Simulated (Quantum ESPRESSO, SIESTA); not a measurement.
# Birch–Murnaghan line for fcc Pt, QE, PBEsol

Calculated with Quantum ESPRESSO 7.5: PBEsol; plane waves, GBRV 1.5 ultrasoft, 45/270 Ry; k-mesh 13×13×13. The volume is changed in steps from typed lattice constants. V0 = 14.998 Å³ an atom is where a Birch–Murnaghan fit to this level's pressures, the withheld one apart, crosses zero; rows within 2.5 % of V0 are left out, since F is ill-conditioned there. The typed cell is scaled evenly, with no relaxation, and each row is a single point.

| volume (Å³/atom) | pressure (GPa) |
| --- | --- |
| 14.391 | 13.33 |
| 15.643 | -10.87 |
| 15.956 | -15.22 |
| 16.268 | -18.94 |
| 16.581 | -22.19 |
| 16.894 | ? |

**Question.** Fit the third-order Birch–Murnaghan equation to the rows given and extrapolate to the withheld row.

Worked fit:

Take the Eulerian strain f = ½[(V0/V)^(2/3) − 1] and the normalised pressure F = P / [3f(1 + 2f)^(5/2)]. The third-order Birch–Murnaghan equation is then the line F = B0 + (3/2)B0(B′ − 4) f, so u = f and v = F.

| u = f | v = F (GPa) |
| --- | --- |
| 0.0139627 | 297.054 |
| -0.0138404 | 280.826 |
| -0.0202192 | 278.194 |
| -0.0263734 | 274.112 |
| -0.0323527 | 270.243 |

With n = 5: mean u = -0.0157646, mean v = 280.086, Σ(u − ū)² = 0.0012950, Σ(u − ū)(v − v̄) = 0.74093. Slope b = 0.74093 / 0.0012950 = 572.16; intercept a = v̄ − b ū = 289.11.

So B0 = 289.1 GPa and B′ = 4 + 2b/(3a) = 5.32. At the withheld volume f = -0.03815, F = 267.3 GPa, and P = 3f(1 + 2f)^(5/2) F.

Prediction at 16.894: -25.08 GPa. The run gave -24.99 GPa, so the fit is low by 0.093 GPa (0.37 % of the value).

A fit to this level's energies over the whole scan gives V0 = 15.024 Å³, B0 = 288.0 GPa and B′ = 5.46. Among the rows given, the largest miss of the fit is at 15.956, by 0.036 GPa (0.094 % of the range of the table).

Limits: The nuclei are static. The DFT runs use Fermi–Dirac occupations of width 0.1 eV, and energies are free energies.

[Hosts, paths, dates, database ids (printed as entryN), source tags and the programs' standing remarks are cut or masked in the printed files.]
